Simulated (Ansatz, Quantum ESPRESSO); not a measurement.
# C(111), H on both faces, 5 bilayers against a metal electrode: the electrode's level over the Fermi level at a withheld member of a series

How the rows were computed: Quantum ESPRESSO 7.5, PBE, GBRV ultrasoft. The slab is relaxed neutral, then held. ESM with bc3: vacuum below and a metal electrode about 6 Å above the top atoms. Fermi-Dirac smearing of 0.004 Ry and a dense mesh. Charges are set per cell from the starting area. The slabs take the lattice constants of the bulk relaxed by the same program. The series steps the charge of the slab (positive: electrons removed).

```tsv
charge of the slab	electrode's level over the Fermi level (eV)
1 ×10¹³ e/cm²	4.679
2 ×10¹³ e/cm²	5.823
3 ×10¹³ e/cm²	6.951
4.5 ×10¹³ e/cm²	8.626
6 ×10¹³ e/cm²	10.296
8 ×10¹³ e/cm²	12.517
```

To predict: What is the electrode's level over the Fermi level at 7 ×10¹³ e/cm²?

**Worked estimate.** The rows at 6 ×10¹³ e/cm² and 8 ×10¹³ e/cm² give a slope of (12.517 − (10.296))/(8 − (6)) = 1.111, so a straight line gives 11.406 eV. A parabola through these and the row at 4.5 ×10¹³ e/cm² gives 11.407 eV.

**The withheld run.** 11.408 eV. The line misses by −0.002 and the parabola by −0.001 eV. Both misses are under 5 % of the step from the nearer row.

Caveats: Vacuum fills the gap; ions don't answer the charge; added electrons can spill towards the electrode at the most negative charges. Members without a usable value, or on the other side of zero field or charge, are not listed.

[Logs are printed without paths, hosts, clocks, repeated set-up lines and the standing remarks that a program may print on its own settings, such as how far it seeks lower states.]
